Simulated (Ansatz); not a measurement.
**Lattice dynamics of HfC (model cell, started as CsCl type)**

Wanted: phonon frequencies of HfC (model cell, started as CsCl type) and what follows from them.

Method: DFT PBEsol, scalar-relativistic, plane waves, PAW, in Ansatz 0.2.0.

Most raw output is cut from this account.

The structure was built from a prototype and need not be the compound's stable phase.

## (1) Starting point

Symmetry: Pm-3m, No. 221, cubic system. Conventional cell: a = 2.654 Å, b = 2.654 Å, c = 2.654 Å, α = 90.00°, β = 90.00°, γ = 90.00°. Nearest to Hf lie 8 C at 2.30 Å. Nearest to C lie 8 Hf at 2.30 Å. Farther neighbours are not listed.

Structure file:

```cif
data_structure
_symmetry_space_group_name_H-M 'P 1'
_symmetry_Int_Tables_number 1
_cell_length_a 2.6540
_cell_length_b 2.6540
_cell_length_c 2.6540
_cell_angle_alpha 90.000
_cell_angle_beta 90.000
_cell_angle_gamma 90.000
_cell_volume 18.69
loop_
_atom_site_label
_atom_site_type_symbol
_atom_site_fract_x
_atom_site_fract_y
_atom_site_fract_z
_atom_site_occupancy
Hf1 Hf 0.00000 0.00000 0.00000 1
C2 C 0.50000 0.50000 0.50000 1
```

## (2) Coarse relaxation

The start is far from rest, so a relaxation with loose tolerances brings it close first.

The input, input.yaml:

```yaml
crystal:
  lattice:
    - [2.65396, 0.0, 0.0]
    - [0.0, 2.65396, 0.0]
    - [0.0, 0.0, 2.65396]
  atoms:
    - { symbol: Hf, position: [0.0, 0.0, 0.0] }
    - { symbol: C, position: [0.5, 0.5, 0.5] }
kpoints:
  mp_grid: { grid: [8, 8, 8] }
hamiltonian:
  xc: pbesol
scf:
  occupations: { method: gaussian, width: 0.1 }
output:
  forces: true
  stress: true
  eigenvalues: true
relax:
  adjacent_minimum: "off"
  f_tol: 0.05
  max_steps: 80
  cell: { stress_tol: 0.5 }
```

Run with:

```
$ ansatz run input.yaml --threads 4 --pin off --max-ram 7168MiB --backend cpu --events-out ev --progress --plain --runs-dir out
```

Elapsed: 2.8 s, on 4 threads of Arm Neoverse V2, shared host; peak memory 0.3 GiB.

Relaxation path:

```csv
step,energy less that of the first step (eV),largest force component (eV/Å),pressure (GPa),volume (Å³)
1,0.0000,0.0000,80.48,18.69
2,-0.8666,0.0000,23.01,21.56
3,-0.9836,0.0000,5.11,22.97
4,-0.9904,0.0000,0.52,23.41
5,-0.9903,0.0000,0.00,23.46
6*,-1.0114,0.0000,0.90,23.46
7,-1.0115,0.0000,0.04,23.55
8*,-1.0117,0.0000,0.04,23.55
```

Relaxation steps marked * repeat the geometry before them on a plane-wave basis chosen anew for their cell, so energy and pressure can jump there.

Forces are held to the 48 operations that the run works with; a distortion that breaks them can't arise in this run.

```csv
"conventional cell, symmetrised",before,after,change
a (Å),2.654,2.866,+8.0 %
b (Å),2.654,2.866,+8.0 %
c (Å),2.654,2.866,+8.0 %
volume (Å³/atom),9.35,11.78,+26.0 %
```

Final coordinates:

```cif
data_structure
_symmetry_space_group_name_H-M 'P 1'
_symmetry_Int_Tables_number 1
_cell_length_a 2.8664
_cell_length_b 2.8664
_cell_length_c 2.8664
_cell_angle_alpha 90.000
_cell_angle_beta 90.000
_cell_angle_gamma 90.000
_cell_volume 23.55
loop_
_atom_site_label
_atom_site_type_symbol
_atom_site_fract_x
_atom_site_fract_y
_atom_site_fract_z
_atom_site_occupancy
Hf1 Hf 0.00000 0.00000 0.00000 1
C2 C 0.50000 0.50000 0.50000 1
```

Numbers from this step:

| Property | Result |
| --- | --- |
| pressure | 0.04237 GPa |
| volume per atom | 11.78 Å³ |
| gap on the k-mesh | 0 eV |

In this step the volume went from 9.35 to 11.78 Å³/atom.

## (3) Bringing the structure to rest

Harmonic phonons are second derivatives at a point where the forces vanish, and they are wanted at zero stress, so atoms and cell are relaxed first.

input.yaml, the sections that differ from step 2:

```yaml
crystal:
  lattice:
    - [2.8664089284, 0.0, 0.0]
    - [0.0, 2.8664089284, 0.0]
    - [0.0, 0.0, 2.8664089284]
  atoms:
    - { symbol: Hf, position: [0.0, 0.0, 0.0] }
    - { symbol: C, position: [0.5, 0.5, 0.5] }
kpoints:
  mp_grid: { grid: [14, 14, 14] }
relax:
  adjacent_minimum: "off"
  f_tol: 0.005
  max_steps: 80
  cell: { stress_tol: 0.05 }
# hamiltonian, scf, output: as in step 2
```

The job ended after 3.4 s (4 threads; peak memory 0.36 GiB; 12 s of CPU time).

Little changed from the start: no atom moved by 0.005 Å and no cell edge by 0.1 %.

Numbers from this step:

* pressure: 0.002477 GPa
* volume per atom: 11.80 Å³

In this step the volume went from 11.78 to 11.80 Å³/atom.

## (4) Tight relaxation

Phonons need a cell at rest on their own settings, so the relaxation is repeated with tight tolerances on forces and stress, using the mesh and the filling of the phonon run that follows.

The input, input.yaml:

```yaml
crystal:
  lattice:
    - [2.868574782, 0.0, 0.0]
    - [0.0, 2.868574782, 0.0]
    - [0.0, 0.0, 2.868574782]
  atoms:
    - { symbol: Hf, position: [0.0, 0.0, 0.0] }
    - { symbol: C, position: [0.5, 0.5, 0.5] }
kpoints:
  mp_grid: { grid: [16, 16, 16] }
hamiltonian:
  xc: pbesol
scf:
  occupations: { method: methfessel_paxton, width: 0.2 }
output:
  forces: true
  stress: true
  eigenvalues: true
relax:
  adjacent_minimum: "off"
  f_tol: 0.001
  max_steps: 60
  cell: { stress_tol: 0.01 }
```

The job ended after 4 s (4 threads; peak memory 0.38 GiB; 14 s of CPU time).

Little changed from the start: no atom moved by 0.005 Å and no cell edge by 0.1 %.

Numbers from this step:

```yaml
pressure: 3.37e-4 GPa
```

The forces vanish by symmetry and the pressure is 0.000 GPa, within the tolerances set. The cell now holds 11.80 Å³/atom.

## (5) Modes at Γ

The zone centre comes first: it holds the modes that light can see, as far as symmetry allows. No field response is asked, since the mesh shows no gap.

input.yaml, the sections that differ from step 4:

```yaml
crystal:
  lattice:
    - [2.8687710495, 0.0, 0.0]
    - [0.0, 2.8687710495, 0.0]
    - [0.0, 0.0, 2.8687710495]
  atoms:
    - { symbol: Hf, position: [0.0, 0.0, 0.0] }
    - { symbol: C, position: [0.5, 0.5, 0.5] }
output:
  eigenvalues: true
phonons:
  method: dfpt
# kpoints, hamiltonian, scf: as in step 4
# relax: removed
```

It took 13 s on 4 threads; peak memory 0.84 GiB; 46 s of CPU time.

This step gave:

| Quantity | Value |
| --- | --- |
| sum-rule residual before enforcement | 7.04e-6 eV/Å² |
| point group | m-3m |
| highest optical mode at the zone centre (no LO-TO term) | 147.4 cm⁻¹ |
| lowest optical zone-centre mode | 147.4 cm⁻¹ |

Patterns of degenerate modes are one choice out of their space. The modes at Γ (shares of kinetic energy by element, %):

```csv
mode,frequency (cm⁻¹),symmetry,Hf %,C %
1,0.0,acoustic,94,6
2,0.0,acoustic,94,6
3,0.0,acoustic,94,6
4,147.4,T1u,6,94
5,147.4,T1u,6,94
6,147.4,T1u,6,94
```

Displacements in mode 6 (147.4 cm⁻¹), the largest set to 1:
```
Hf1  0.00  0.00 -0.07
C2   0.00  0.00  1.00
```

Before it was imposed, the acoustic sum rule was missed by 7.0e-6 eV/Å². Small misses are needed for a sound result but don't prove that mesh and cutoff are converged. The lowest optical mode is real, 147 cm⁻¹.

## (6) Phonons on a q mesh

Stability and thermal properties need the whole zone. Linear response on a 4×4×4 q mesh gives force constants as far as a supercell of that size would.

Changes to input.yaml since step 5:

```diff
@@ -18 +18,8 @@
   method: dfpt
+  qmesh: [4, 4, 4]
+  temperatures: { t_max: 1000, t_step: 50 }
+  qpath:
+    path:
+      - [[0.0, 0.0, 0.0], [0.0, 0.5, 0.0], [0.5, 0.5, 0.0], [0.0, 0.0, 0.0], [0.5, 0.5, 0.5], [0.0, 0.5, 0.0]]
+      - [[0.5, 0.5, 0.5], [0.5, 0.5, 0.0]]
+    npoints: 10
```

Elapsed: 6.9 min, on 4 threads; peak memory 3 GiB; 26 min of CPU time.

Numbers from this step:

```
sum-rule residual before enforcement                    : 6.38e-6 eV/Å²
lowest frequency on the path                            : -356.3 cm⁻¹
highest frequency on the path or at a solved wavevector : 471.9 cm⁻¹
lowest mode on the q mesh (acoustic modes at Γ apart)   : -356.3 cm⁻¹
```

Frequencies (cm⁻¹) solved at each irreducible wavevector; negative means imaginary. Frequencies by wavevector, by row:

```csv
q in reciprocal lattice units,star,mode 1,mode 2,mode 3,mode 4,mode 5,mode 6
0 0 0,1,0,0,0,147.4,147.4,147.4
0 0 0.25,6,-108.1,-108.1,97.1,157.5,157.5,376.4
0 0 -0.5,3,-153.8,-153.8,136.8,136.8,141.7,470.6
0 0.25 0.25,12,-179.3,53.9,100.4,119.6,342.9,343.2
0 0.25 -0.5,12,-221.3,-131.8,80.7,185.9,341,460.7
0 -0.5 -0.5,3,-356.3,-161.5,196.4,196.4,407.1,407.1
0.25 0.25 0.25,8,57.2,57.2,61.3,227.9,330.2,330.2
0.25 0.25 -0.5,12,72.7,77.2,136.5,195.9,348.8,441.9
0.25 -0.5 -0.5,6,60.2,70.3,179,179,402.4,402.4
-0.5 -0.5 -0.5,1,153,153,153,376.4,376.4,376.4
```

Interpolated from a 4×4×4 q mesh. The phonon branches at the labelled points (cm⁻¹):

```csv
point,branch 1,branch 2,branch 3,branch 4,branch 5,branch 6
Γ,0,0,0,147,147,147
halfway,-108,-108,97,158,158,376
X,-154,-154,137,137,142,471
halfway,-221,-132,81,186,341,461
M,-356,-162,196,196,407,407
halfway,-179,54,100,120,343,343
Γ,0,0,0,147,147,147
halfway,57,57,61,228,330,330
R,153,153,153,376,376,376
halfway,73,77,136,196,349,442
X,-154,-154,137,137,142,471
jump to R,153,153,153,376,376,376
halfway,60,70,179,179,402,402
M,-356,-162,196,196,407,407
```

Tetrahedra on a 24×24×24 mesh, mean over bins of 10 cm-1. Interpolated from a 4×4×4 q mesh. Table of phonon density of states by wavenumber; read off at these points:

```csv
wavenumber (cm⁻¹),phonon density of states (1/cm⁻¹/cell)
-355,7.0e-5
-335,6.0e-4
-315,8.7e-4
-285,0.00118
-265,0.00138
-245,0.00157
-225,0.00179
-195,0.00227
-175,0.00289
-155,0.0055
-135,0.0125
-125,0.0126
-105,0.0111
-85,0.00941
-65,0.00759
-45,0.00627
-15,0.00274
5,0.00273
25,0.00315
45,0.00413
75,0.00795
95,0.0106
115,0.0132
135,0.0137
165,0.0255
185,0.0243
205,0.00495
225,0.00415
255,0.00387
275,0.00444
295,0.00475
315,0.00536
345,0.00689
365,0.00904
385,0.0142
405,0.0181
435,0.00828
455,0.00657
475,0.00123
```

The partial phonon density of states has structure finer than the step of the table below, so its rows give means over 25 cm⁻¹, whole bins alone (the curve runs from -363 to 495 cm⁻¹). Peaks (cm⁻¹: height): C -174.2: 0.00242, 165.7: 0.00832, 208.9: 0.00711, 257.5: 0.00832, 306.1: 0.00905, 343.8: 0.0101, 403.2: 0.0168; Hf -125.7: 0.0120, -98.7: 0.0115, -39.3: 0.00859, 84.8: 0.0123, 160.3: 0.0197.

Phonopy on the run's constants, 19x19x19 mesh, Gaussian sigma 6.1 cm-1. Interpolated from a 4×4×4 q mesh. Partial phonon density of states against wavenumber; means over each step; values in 1/cm⁻¹/cell:

```csv
wavenumber (cm⁻¹),C,Hf
-350,3.1e-4,0
-325,7.2e-4,4.2e-7
-300,0.00110,1.3e-5
-275,0.00130,3.5e-5
-250,0.00130,8.1e-5
-225,0.00194,2.2e-4
-200,0.00130,3.9e-4
-175,0.00217,0.00122
-150,0.00180,0.00661
-125,0.00156,0.0108
-100,0.00145,0.0104
-75,9.7e-4,0.00571
-50,5.6e-4,0.00744
-25,2.6e-4,0.00506
0,2.3e-4,6.4e-4
25,3.8e-4,0.00118
50,8.6e-4,0.00212
75,0.00111,0.00877
100,0.00267,0.00797
125,0.00322,0.0124
150,0.00576,0.0151
175,0.00599,0.0172
200,0.00479,0.00622
225,0.00336,1.2e-4
250,0.00509,9.5e-5
275,0.00315,3.6e-5
300,0.00599,5.4e-5
325,0.00431,1.9e-5
350,0.00807,3.0e-5
375,0.0122,1.6e-5
400,0.0156,1.9e-5
425,0.0106,9.9e-6
450,0.00708,7.0e-7
475,0.00273,0
```

Second derivatives of the energy by pair, one row for each kind of neighbour of each atom listed. Each entry sums the pair over the periodic images of the supercell that the q mesh stands for, and in a polar crystal it holds the long-range dipole part too. Force constants by pair, by row:

```csv
atom,neighbour,distance (Å),third of the trace (eV/Å²),along the pair's line (eV/Å²)
Hf1,itself,0,5.072,–
Hf1,C,2.484,-0.3632,-0.6112
Hf1,Hf,2.869,-2.105,-7.658
Hf1,Hf,4.057,0.2562,0.5919
Hf1,C,4.757,0.081,-0.0381
Hf1,Hf,4.969,0.5804,0.9597
Hf1,Hf,5.738,0.2383,1.212
Hf1,C,6.252,0.0333,0.0819
Hf1,Hf,6.415,0.0869,0.2198
C2,itself,0,3.969,–
C2,Hf,2.484,-0.3632,-0.6112
C2,C,2.869,-0.3067,-2.192
C2,C,4.057,-0.0154,0.3147
C2,Hf,4.757,0.081,-0.0381
C2,C,4.969,-0.1215,-0.3983
C2,C,5.738,-0.0904,-0.151
C2,Hf,6.252,0.0333,0.0819
C2,C,6.415,0.032,0.0149
```

Symmetry leaves 10 wavevectors to solve. The lowest mode among them, the acoustic zeros apart, lies at q = (0, -0.5, -0.5) and is imaginary, 356.3i cm⁻¹, so the energy falls along it.

## (7) Isotope substitution, element C, natural mass 12.011 amu

An isotope changes the mass and not the force constants, so no new electronic calculation is needed; the shifts show which modes move this element.

The same force constants with the mass of C changed from 12.011 to 13.003 u (phonopy, no LO-TO term). Both lists are sorted by frequency; levels can cross, so a row need not hold one and the same mode. Modes under 3 cm⁻¹ are left out. Isotope shifts, by row:

```csv
q,rank,natural mass (cm⁻¹),changed mass (cm⁻¹)
0 0 0,4,147.4,142
0 0 0,5,147.4,142
0 0 0,6,147.4,142
0 0 0.25,1,-108.1,-107.7
0 0 0.25,2,-108.1,-107.7
0 0 0.25,3,97.1,97.1
0 0 0.25,4,157.5,151.9
0 0 0.25,5,157.5,151.9
0 0 0.25,6,376.4,361.8
0 0 -0.5,1,-153.8,-153.8
0 0 -0.5,2,-153.8,-153.8
0 0 -0.5,3,136.8,131.4
0 0 -0.5,4,136.8,131.4
0 0 -0.5,5,141.7,141.7
0 0 -0.5,6,470.6,452.3
0 0.25 0.25,1,-179.3,-176.1
0 0.25 0.25,2,53.88,53.87
0 0.25 0.25,3,100.4,100.3
0 0.25 0.25,4,119.6,117
0 0.25 0.25,5,342.9,329.6
0 0.25 0.25,6,343.2,330
```

A mode of this element alone would shift by -3.89 %. The highest zone-centre frequency without the field goes from 147.4 to 142.0 cm⁻¹ (-3.6 %). The product of the frequency ratios over all optical modes at Γ is 0.895; the product rule, (m/m′)^(3k/2) (M′/M)^(3/2) with k = 1 such atoms and M the mass of the cell, gives 0.895.

## (8) Another isotope, element Hf, natural mass 178.486 amu

The same for Hf, from 178.49 to 173.94 u.

The same force constants with the mass of Hf changed from 178.486 to 173.940 u (phonopy, no LO-TO term). Both lists are sorted by frequency; levels can cross, so a row need not hold one and the same mode. Modes under 3 cm⁻¹ are left out. Isotope shifts, by row:

```csv
q,rank,natural mass (cm⁻¹),changed mass (cm⁻¹)
0 0 0,4,147.4,147.5
0 0 0,5,147.4,147.5
0 0 0,6,147.4,147.5
0 0 0.25,1,-108.1,-109.4
0 0 0.25,2,-108.1,-109.4
0 0 0.25,3,97.1,98.36
0 0 0.25,4,157.5,157.7
0 0 0.25,5,157.5,157.7
0 0 0.25,6,376.4,376.4
0 0 -0.5,1,-153.8,-155.8
0 0 -0.5,2,-153.8,-155.8
0 0 -0.5,3,136.8,136.8
0 0 -0.5,4,136.8,136.8
0 0 -0.5,5,141.7,143.5
0 0 -0.5,6,470.6,470.6
0 0.25 0.25,1,-179.3,-180.6
0 0.25 0.25,2,53.88,54.57
0 0.25 0.25,3,100.4,101.7
0 0.25 0.25,4,119.6,120.3
0 0.25 0.25,5,342.9,342.9
0 0.25 0.25,6,343.2,343.3
```

A mode of this element alone would shift by +1.30 %. The highest zone-centre frequency without the field goes from 147.4 to 147.5 cm⁻¹ (+0.1 %). The product of the frequency ratios over all optical modes at Γ is 1.002; the product rule, (m/m′)^(3k/2) (M′/M)^(3/2) with k = 1 such atoms and M the mass of the cell, gives 1.002.

## (9) Results

```
space group after relaxation (within 0.01 Å)            : Pm-3m
volume per atom                                         : 11.8 Å³
electronic character                                    : no gap on this mesh
highest optical mode at the zone centre (no LO-TO term) : 147 cm⁻¹
lowest optical zone-centre mode                         : 147 cm⁻¹
lowest mode on the q mesh (acoustic modes at Γ apart)   : -356 cm⁻¹
highest frequency on the path or at a solved wavevector : 472 cm⁻¹
imaginary modes on the 4×4×4 q mesh                     : yes
```

What this shows: Modes are clearly imaginary (beyond 10i cm⁻¹) at 5 of the 10 irreducible wavevectors, most at q = (0, -0.5, -0.5) (356.3i cm⁻¹), so this structure is not a minimum of the energy. The optical modes at Γ form one degenerate level at 147 cm⁻¹. The highest mode in this list at Γ, 147.4 cm⁻¹, is mostly motion of C (94 % of the kinetic energy). With no gap, or one that is small against the smearing, the frequencies hang on the k mesh and the smearing, most of all near Kohn anomalies. Spin-orbit coupling is left out, which can matter for the heavy elements here. The starting cell was built on a prototype and not taken from a measurement, so the phase need not exist. These are harmonic frequencies at zero temperature: anharmonic shifts, linewidths and thermal expansion are left out.

[Logs are printed without paths, hosts, clocks, repeated set-up lines and the standing remarks that a program may print on its own settings, such as how far it seeks lower states.]

[Hosts, paths, dates, database ids (printed as entryN), source tags and the programs' standing remarks are cut or masked in the printed files.]
